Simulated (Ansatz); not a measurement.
# RbH3Pb (model cell, started as cubic perovskite with Pb in the octahedra): a soft mode frozen in

Wanted: the energy along a soft mode of RbH3Pb (model cell, started as cubic perovskite with Pb in the octahedra) and the structure at the end.

Calculated with Ansatz 0.2.0; DFT PBEsol, scalar-relativistic, plane waves, PAW; PAW set soft_1.

This is a report of a sequence of runs, with most program output left out.

The structure was built from a prototype and need not be the compound's stable phase.

In doubt: the program warns that the response may not be converged on this k-mesh (step 8), which bears on the force constants and all frequencies.

## Step 1: The starting structure

The structure is cubic, space group Pm-3m (No. 221). The conventional cell has a = 4.513 Å, b = 4.513 Å, c = 4.513 Å, α = 90.00°, β = 90.00°, γ = 90.00°. Nearest to Rb lie 12 H at 3.19 Å. Nearest to Pb lie 6 H at 2.26 Å. Nearest to H lie 2 Pb at 2.26 Å and 8 H at 3.19 Å and 4 Rb at 3.19 Å. Farther neighbours are not listed.

## Step 2: The dispersion

The cell comes from relaxations at this level that are not shown. Stability and thermal properties need the whole zone. Linear response on a 4×4×4 q mesh gives force constants as far as a supercell of that size would.

Input file input.yaml:

```yaml
crystal:
  lattice:
    - [4.5128424719, 0.0, 0.0]
    - [0.0, 4.5128424719, 0.0]
    - [0.0, 0.0, 4.5128424719]
  atoms:
    - { symbol: Rb, position: [0.0, 0.0, 0.0] }
    - { symbol: Pb, position: [0.5, 0.5, 0.5] }
    - { symbol: H, position: [0.5, 0.5, 0.0] }
    - { symbol: H, position: [0.5, 0.0, 0.5] }
    - { symbol: H, position: [0.0, 0.5, 0.5] }
kpoints:
  mp_grid: { grid: [8, 8, 8] }
hamiltonian:
  xc: pbesol
  pseudopotentials: { kind: paw, azcp: { folder: soft_1 }, xc_functional: pbe }
scf:
  occupations: { method: methfessel_paxton, width: 0.2 }
output:
  eigenvalues: true
phonons:
  method: dfpt
  qmesh: [4, 4, 4]
  temperatures: { t_max: 1000, t_step: 50 }
  qpath:
    path:
      - [[0.0, 0.0, 0.0], [0.0, 0.5, 0.0], [0.5, 0.5, 0.0], [0.0, 0.0, 0.0], [0.5, 0.5, 0.5], [0.0, 0.5, 0.0]]
      - [[0.5, 0.5, 0.5], [0.5, 0.5, 0.0]]
    npoints: 10
```

Started as:

```bash
$ ansatz run input.yaml --threads 4 --pin off --max-ram 16384MiB --backend cpu --events-out ev --progress --plain --runs-dir out
```

Run time: 9.3 min. Hardware: 4 threads of Arm Neoverse V1, shared host; peak memory 2 GiB.

Numbers from this step:

- volume per atom: 18.38 Å³
- gap on the k-mesh: 0 eV
- sum-rule residual before enforcement: 4.91e-5 eV/Å²
- lowest frequency on the path: -957.7 cm⁻¹
- point group: m-3m
- highest frequency on the path or at a solved wavevector: 1130 cm⁻¹
- highest optical mode at the zone centre (no LO-TO term): 425.0 cm⁻¹
- lowest optical zone-centre mode: -957.6 cm⁻¹
- lowest mode on the q mesh (acoustic modes at Γ apart): -957.6 cm⁻¹

Frequencies (cm⁻¹) solved at each irreducible wavevector; negative means imaginary. Frequencies by wavevector, by row:

```csv
q in reciprocal lattice units,star,mode 1,mode 2,mode 3,mode 4,mode 13,mode 14,mode 15
0 0 0,1,-957.6,-957.6,-957.6,0,425,425,425
0 0 0.25,6,-910,-910,23,23,426.9,450.4,919.2
0 0 -0.5,3,-889.7,-889.7,43.2,43.2,441.3,483.2,1061
0 0.25 0.25,12,-890,25.4,32.1,54.1,522.4,897.7,939.6
0 0.25 -0.5,12,-894,43,46.2,46.5,563.2,903.7,1070
0 -0.5 -0.5,3,-916,44.7,44.7,46,614.2,1002,1106
0.25 0.25 0.25,8,37.6,37.6,46.4,69.7,872,941,941
0.25 0.25 -0.5,12,43.1,46.7,53.1,65.4,872.6,943,1077
0.25 -0.5 -0.5,6,51.3,51.3,52.8,73.6,887.1,1039,1108
-0.5 -0.5 -0.5,1,58.9,58.9,58.9,89.5,962.6,1110,1110
```

Interpolated from a 4×4×4 q mesh. The phonon branches at the labelled points (cm⁻¹):

```csv
point,branch 1,branch 2,branch 3,branch 4,branch 12,branch 13,branch 14,branch 15
Γ,-958,-958,-958,0,328,425,425,425
halfway,-910,-910,23,23,420,427,450,919
X,-890,-890,43,43,404,441,483,1061
halfway,-894,43,46,46,438,563,904,1070
M,-916,45,45,46,415,614,1002,1106
halfway,-890,25,32,54,436,522,898,940
Γ,-958,-958,-958,0,328,425,425,425
halfway,38,38,46,70,525,872,941,941
R,59,59,59,90,564,963,1110,1110
halfway,43,47,53,65,558,873,943,1077
X,-890,-890,43,43,404,441,483,1061
jump to R,59,59,59,90,564,963,1110,1110
halfway,51,51,53,74,590,887,1039,1108
M,-916,45,45,46,415,614,1002,1106
```

Symmetry leaves 10 wavevectors to solve. The lowest mode among them, the acoustic zeros apart, lies at Γ and is imaginary, 957.6i cm⁻¹, so the energy falls along it.

## Step 3: The mode frozen in, largest atomic shift 0 Å

The mode followed lies at Γ with frequency 957.7i cm⁻¹ and is 3-fold degenerate, the softest among the wavevectors solved. At small amplitude the distorted cell has space group no. 38 by a symmetry search on the positions. The undistorted cell that holds it gives the zero of energy on the same k mesh.

input.yaml, the sections that differ from step 2:

```yaml
output:
  forces: true
  stress: true
  eigenvalues: true
# crystal, kpoints, hamiltonian, scf: as in step 2
# phonons: removed
```

Run time: 1.1 s. Hardware: 4 threads; peak memory 0.38 GiB; 3.9 s of CPU time.

Numbers from this step:

```yaml
pressure: -0.002501 GPa
energy_from_the_undistorted_cell: 0 meV/atom
```

The run ends at a pressure of 0.00 GPa.

## Step 4: The mode frozen in, largest atomic shift 0.32 Å

The atoms are moved along the unstable eigenvector, the largest shift by 0.32 Å, with the cell fixed.

input.yaml, the sections that differ from step 3:

```yaml
crystal:
  lattice:
    - [4.5128424719, 0.0, 0.0]
    - [0.0, 4.5128424719, 0.0]
    - [0.0, 0.0, 4.5128424719]
  atoms:
    - { symbol: Rb, position: [0.0, 0.0001105414, 0.0001105414] }
    - { symbol: Pb, position: [0.5, 0.5002014663, 0.5002014663] }
    - { symbol: H, position: [0.5, 0.5097266006, -0.0702384758] }
    - { symbol: H, position: [0.5, -0.0702384758, 0.5097266006] }
    - { symbol: H, position: [0.0, 0.5097266006, 0.5097266006] }
# kpoints, hamiltonian, scf, output: as in step 3
```

It took 5.1 s on 4 threads; peak memory 0.51 GiB.

This step gave:

```yaml
pressure: 1.104 GPa
gap_on_the_k_mesh: 0.4635 eV
energy_from_the_undistorted_cell: -24.48 meV/atom
```

The energy, extrapolated to zero smearing, is -24.48 meV/atom against the undistorted cell.

The run ends at a pressure of 1.10 GPa, with forces up to 0.25 eV/Å.

## Step 5: Energy along the mode, all amplitudes (two of the runs are shown above)

An imaginary frequency means negative curvature, so the energy should fall and then rise again as anharmonic terms take over.

This step gave:

```yaml
depth_at_the_lowest_point_sampled: 24.48 meV/atom
largest_atomic_shift_at_that_point: 0.32 Å
```

Table of energy from the parent by largest atomic shift:

```csv
largest atomic shift (Å),energy from the parent (meV/atom)
0.000,0
0.040,-1.12
0.080,-4.07
0.140,-10.4
0.220,-19.3
0.320,-24.5
0.450,-4.55
0.600,95.6
```

Displacement at unit largest shift by atom:

```csv
atom,x (Å),y (Å),z (Å),size
Rb1,0.00,0.00,0.00,0.00
Pb2,0.00,0.00,0.00,0.00
H3,0.00,0.14,-0.99,1.00
H4,0.00,-0.99,0.14,1.00
H5,0.00,0.14,0.14,0.19
```

The lowest of the steps tried is at 0.32 Å, 24.5 meV/atom below the parent; the bottom of the well need not coincide with a step.

## Step 6: Relaxing from the distorted cell

Starting from the lowest point found, all atoms and the cell are let go, so that strain and other modes of the same symmetry can join in.

Changes to input.yaml since step 4:

```diff
@@ -22 +22,6 @@
   eigenvalues: true
+relax:
+  adjacent_minimum: "off"
+  f_tol: 0.002
+  max_steps: 120
+  cell: { stress_tol: 0.03 }
```

The job ended after 69 s (4 threads; peak memory 0.56 GiB; 4.5 min of CPU time).

Relaxation path:

```csv
step,energy less that of the first step (eV),largest force component (eV/Å),pressure (GPa),volume (Å³)
1,0.0000,0.1793,1.10,91.91
2,-0.0338,0.3309,-0.31,96.58
3,-0.0540,0.0655,-0.11,96.93
4,-0.0565,0.0183,-0.04,97.29
5,-0.0583,0.0292,0.04,97.56
6,-0.0600,0.0034,0.00,97.52
7,-0.0604,0.0021,0.02,97.54
8,-0.0604,0.0012,0.00,97.58
9*,-0.0631,0.0009,0.02,97.58
10,-0.0631,0.0032,0.00,97.78
11,-0.0631,0.0104,-0.01,97.81
12,-0.0631,0.0002,0.00,97.77
13*,-0.0632,0.0002,0.00,97.77
```

Relaxation steps marked * repeat the geometry before them on a plane-wave basis chosen anew for their cell, so energy and pressure can jump there. Relaxation step 11 was tried and not accepted.

The run keeps the 4 symmetry operations that it works with, so distortions that break them were not tested.

```csv
"conventional cell, symmetrised",before,after,change
a (Å),4.513,4.438,-1.7 %
b (Å),6.382,6.987,+9.5 %
c (Å),6.382,6.307,-1.2 %
volume (Å³/atom),18.38,19.55,+6.4 %
```

The atoms that moved most (Å, as changes of fractional coordinates times the final cell):

```csv
atom,dx,dy,dz,length
H4,0.000,-0.124,0.051,0.134
H3,0.000,0.051,-0.124,0.134
H5,0.000,0.080,0.080,0.113
Pb2,0.000,-0.040,-0.040,0.057
Rb1,0.000,0.034,0.034,0.047
```

Final coordinates:

```cif
data_structure
_symmetry_space_group_name_H-M 'P 1'
_symmetry_Int_Tables_number 1
_cell_length_a 4.4376
_cell_length_b 4.7062
_cell_length_c 4.7062
_cell_angle_alpha 95.850
_cell_angle_beta 90.000
_cell_angle_gamma 90.000
_cell_volume 97.77
loop_
_atom_site_label
_atom_site_type_symbol
_atom_site_fract_x
_atom_site_fract_y
_atom_site_fract_z
_atom_site_occupancy
Rb1 Rb 0.00000 0.00762 0.00762 1
Pb2 Pb 0.50000 0.49113 0.49113 1
H3 H 0.50000 0.51923 0.90384 1
H4 H 0.50000 0.90384 0.51923 1
H5 H 0.00000 0.52770 0.52770 1
```

This step gave:

```yaml
pressure: -6.53e-4 GPa
volume_per_atom: 19.55 Å³
gap_on_the_k_mesh: 1.215 eV
```

The distorted start has space group Amm2; the relaxation ends in Amm2.

## Step 7: The new phase in its own primitive cell

The relaxed structure is symmetrised, reduced to its primitive cell and relaxed tightly, as its phonons need.

input.yaml, the sections that differ from step 6:

```yaml
crystal:
  lattice:
    - [4.4375738302, 0.0, 0.0]
    - [0.0, 3.4932811369, 3.1536326729]
    - [0.0, -3.4932811369, 3.1536326729]
  atoms:
    - { symbol: Rb, position: [0.0, 0.0076240317, 0.0076240317] }
    - { symbol: Pb, position: [0.5, 0.4911264339, 0.4911264339] }
    - { symbol: H, position: [0.5, 0.5192340606, 0.9038442075] }
    - { symbol: H, position: [0.5, 0.9038442075, 0.5192340606] }
    - { symbol: H, position: [0.0, 0.5276979993, 0.5276979993] }
kpoints:
  mp_grid: { grid: [6, 6, 6] }
scf:
  occupations: { method: fixed }
relax:
  adjacent_minimum: "off"
  f_tol: 0.001
  max_steps: 60
  cell: { stress_tol: 0.01 }
# hamiltonian, output: as in step 6
```

Run time: 22 s. Hardware: 4 threads; peak memory 0.47 GiB.

The steps of the relaxation:

```csv
step,energy less that of the first step (eV),largest force component (eV/Å),pressure (GPa),volume (Å³)
1,0.0000,0.0261,0.07,97.77
2,0.0002,0.0680,-0.03,98.25
3,-0.0004,0.0101,0.04,98.06
4,-0.0005,0.0013,0.00,98.40
5,-0.0005,0.0014,-0.01,98.44
6,-0.0005,0.0003,0.00,98.44
7,-0.0005,0.0005,0.00,98.44
8*,-0.0008,0.0006,0.00,98.44
```

Relaxation steps marked * repeat the geometry before them on a plane-wave basis chosen anew for their cell, so energy and pressure can jump there. Relaxation step 2 was tried and not accepted.

Forces are held to the 4 operations that the run works with; a distortion that breaks them can't arise in this run.

```csv
"conventional cell, symmetrised",before,after,change
a (Å),4.438,4.437,-0.0 %
b (Å),6.987,7.042,+0.8 %
c (Å),6.307,6.300,-0.1 %
volume (Å³/atom),19.55,19.69,+0.7 %
```

The atoms that moved most (Å, as changes of fractional coordinates times the final cell):

```csv
atom,dx,dy,dz,length
H5,0.000,0.000,0.024,0.024
H4,0.000,-0.014,-0.005,0.015
H3,0.000,0.014,-0.005,0.015
Rb1,0.000,0.000,-0.009,0.009
```

The relaxed structure:

```xyz
5
Lattice="4.4375 0.0000 0.0000 0.0000 3.5211 3.1502 0.0000 -3.5211 3.1502" Properties=species:S:1:pos:R:3 pbc="T T T"
Rb    0.0000    0.0000    0.0391
Pb    2.2187    0.0000    3.0897
H     2.2187   -1.3402    4.4779
H     2.2187    1.3402    4.4779
H     0.0000    0.0000    3.3483
```

Numbers from this step:

```
pressure           : 0.002539 GPa
gap on the k-mesh  : 1.323 eV
volume per atom    : 19.69 Å³
direct gap on mesh : 1.323 eV
```

The largest force component left is 0.55 meV/Å and the pressure is 0.003 GPa, within the tolerances set. The cell now holds 19.69 Å³/atom.

## Step 8: Modes of the new phase, k-mesh 6×6×6, occupations fixed

A relaxed structure may still be a saddle point, so its zone-centre modes are computed. The response to a homogeneous field gives the Born charges and the dielectric tensor.

input.yaml, the sections that differ from step 7:

```yaml
crystal:
  lattice:
    - [4.4374993929, 0.0, 0.0]
    - [0.0, 3.5211292435, 3.1501895751]
    - [0.0, -3.5211292435, 3.1501895751]
  atoms:
    - { symbol: Rb, position: [0.0, 0.0062134298, 0.0062134298] }
    - { symbol: Pb, position: [0.5, 0.4904008344, 0.4904008344] }
    - { symbol: H, position: [0.5, 0.5204289023, 0.9010419282] }
    - { symbol: H, position: [0.5, 0.9010419282, 0.5204289023] }
    - { symbol: H, position: [0.0, 0.5314416384, 0.5314416384] }
output:
  eigenvalues: true
phonons:
  method: dfpt
  dielectric: true
  rigid_motions: translations
# kpoints, hamiltonian, scf: as in step 7
# relax: removed
```

Elapsed: 1.8 min, on 4 threads; peak memory 1.3 GiB.

Numbers from this step:

| Item | Value |
| --- | --- |
| sum-rule residual before enforcement | 2.21e-4 eV/Å² |
| miss of the charge sum rule | 0.06985 e |
| estimated error of the dielectric tensor | 0.9362 |
| estimated error of the Born charges | 1.208 e |
| point group | mm2 |
| highest optical mode at the zone centre (no LO-TO term) | 1149 cm⁻¹ |
| lowest optical zone-centre mode | -719.7 cm⁻¹ |
| mean high-frequency dielectric constant | 9.169 |
| largest Born charge (third of the trace) | 2.879 e |
| top of the zone-centre spectrum with the field | 1269 cm⁻¹ |

Patterns of degenerate modes are one choice out of their space. Modes at Γ, with each element's share of the kinetic energy (negative means imaginary):

```csv
mode,frequency (cm⁻¹),symmetry,Rb %,Pb %,H %
1,-719.7,B1,0,1,99
2,0.0,acoustic,29,70,1
3,0.0,acoustic,29,70,1
4,0.0,acoustic,29,70,1
5,12.3,B2,71,28,1
6,51.0,B1,71,29,0
7,70.1,A1,71,28,1
8,285.7,B2,0,1,99
9,412.7,B2,0,1,99
10,468.1,A2,0,0,100
11,495.3,B1,0,1,99
12,528.3,A1,0,1,99
13,589.2,A1,0,1,99
14,1130.8,B2,0,1,99
15,1149.5,A1,0,0,100
```

Displacements in mode 1 (-719.7 cm⁻¹), the largest set to 1:
```
Rb1  0.00  0.00  0.00
Pb2 -0.01  0.00  0.00
H3   0.13  0.00  0.00
H4   0.13  0.00  0.00
H5   1.00  0.00  0.00
```

Displacements in mode 11 (495.3 cm⁻¹), the largest set to 1:
```
Rb1  0.00  0.00  0.00
Pb2 -0.01  0.00  0.00
H3   1.00  0.00  0.00
H4   1.00  0.00  0.00
H5  -0.26  0.00  0.00
```

High-frequency dielectric tensor, which the program warns is not settled by the k meshes in reach. Tensor:

```csv
,x,y,z
x,14.36,0,0
y,0,6.692,0
z,0,0,6.452
```

Optical modes at the zone centre, without and with the macroscopic field of the longitudinal modes; each column is sorted by frequency, so a row need not hold one and the same mode. Modes with and without the field, by row:

```csv
rank among optical modes,no field (cm⁻¹),"q along (1, 0, 0) (cm⁻¹)","q along (0, 1, 0) (cm⁻¹)","q along (0, 0, 1) (cm⁻¹)"
1,-719.7,12.3,-719.7,-719.7
2,12.3,45.7,45.7,12.3
3,51,70.1,51,51
4,70.1,285.7,70.1,82.9
5,285.7,412.7,291,285.7
6,412.7,468.1,419.3,412.7
7,468.1,495.3,468.1,468.1
8,495.3,528.3,495.3,495.3
9,528.3,589.2,528.3,535.2
10,589.2,759.9,589.2,614.4
11,1131,1131,1150,1131
12,1150,1150,1260,1269
```

Born charge (rows field, columns displacement) (e), principal values of the symmetric part by kind of site:

```csv
atom,atoms with these values,low,middle,high,mean
Rb1,1,1.26,1.27,1.34,1.29
Pb2,1,1.36,1.63,5.65,2.88
H3,2,-1.97,-0.69,-0.42,-1.03
H5,1,-5.53,-0.43,-0.37,-2.11
```

In full for Rb1:

```
1.27 0.00 0.00
0.00 1.26 0.00
0.00 0.00 1.34
```

Transverse modes; imaginary modes are left out. Infrared lines, with heights relative to the strongest:

```csv
position (cm⁻¹),label,relative intensity
12,B2,0.8
51,B1,0.4
70,A1,0.8
286,B2,1.3
413,B2,2.2
468,A2,0.0
495,B1,0.0
528,A1,4.2
589,A1,11
1131,B2,100
1150,A1,87
```

Before it was imposed, the acoustic sum rule was missed by 2.2e-4 eV/Å² and the charge sum rule by 0.070 e. The charge miss is large and points to the mesh or the basis. The lowest optical mode is imaginary, 719.7i cm⁻¹, so the energy falls along it.

The log warns of the k mesh: “the force constants stand on the 6×6×6 k-mesh, whose period is 7.92 times the interband length at k = (0.0000, 0.0000, 0.0000), direct gap 1.323 eV, under 14: take them and everything formed from them as unconverged”.

## Step 9: What came out

```
unstable mode of the parent                                                      : q = (0, 0, 0), 958i cm⁻¹
depth at the lowest point sampled                                                : 24.5 meV/atom
largest atomic shift at that point                                               : 0.32 Å
space group reached (within 0.01 Å)                                              : Amm2
energy gained over the parent (first relaxation, on the mesh of the frozen mode) : 37.1 meV/atom
volume per atom, phase reached                                                   : 19.7 Å³
gap on the k-mesh, phase reached                                                 : 1.32 eV
lowest optical zone-centre mode, phase reached                                   : -720 cm⁻¹
highest optical mode at the zone centre (no LO-TO term), phase reached           : 1149 cm⁻¹
```

In words: Along this mode the structure falls into Amm2, 37.1 meV/atom below the parent. At the parent's cell the well is 24.48 meV/atom deep on the steps tried, with its lowest point at a shift of 0.32 Å. Relaxing atoms and cell changes the gain by +12.58 meV/atom against the lowest step (energies at zero smearing). The new phase still has an imaginary mode at the zone centre of its cell, so it is a saddle point on the way to a lower structure. Of the 4 patterns followed to their end from this parent, this one ends 9.94 meV/atom above the lowest, R3m. Each path keeps the symmetry of its pattern, so a lower phase may lie along a pattern not tried. With the field response the log warns that the k mesh is coarse for the force constants too, so the frequencies may not be converged. With no gap, or one that is small against the smearing, the frequencies hang on the k mesh and the smearing, most of all near Kohn anomalies. In at least one run the field response is not settled by the k meshes in reach, so its dielectric tensor, Born charges and longitudinal modes are rough. Spin-orbit coupling is left out, which can matter for the heavy elements here. The PAW files were made for PBE and serve the other functionals too. A phonon run warned that its eigensolver left some bands unconverged in a pass. The starting cell was built on a prototype and not taken from a measurement, so the phase need not exist.

[Logs are printed without paths, hosts, clocks, repeated set-up lines and the standing remarks that a program may print on its own settings, such as how far it seeks lower states.]

[Hosts, paths, dates, database ids (printed as entryN), source tags and the programs' standing remarks are cut or masked in the printed files.]
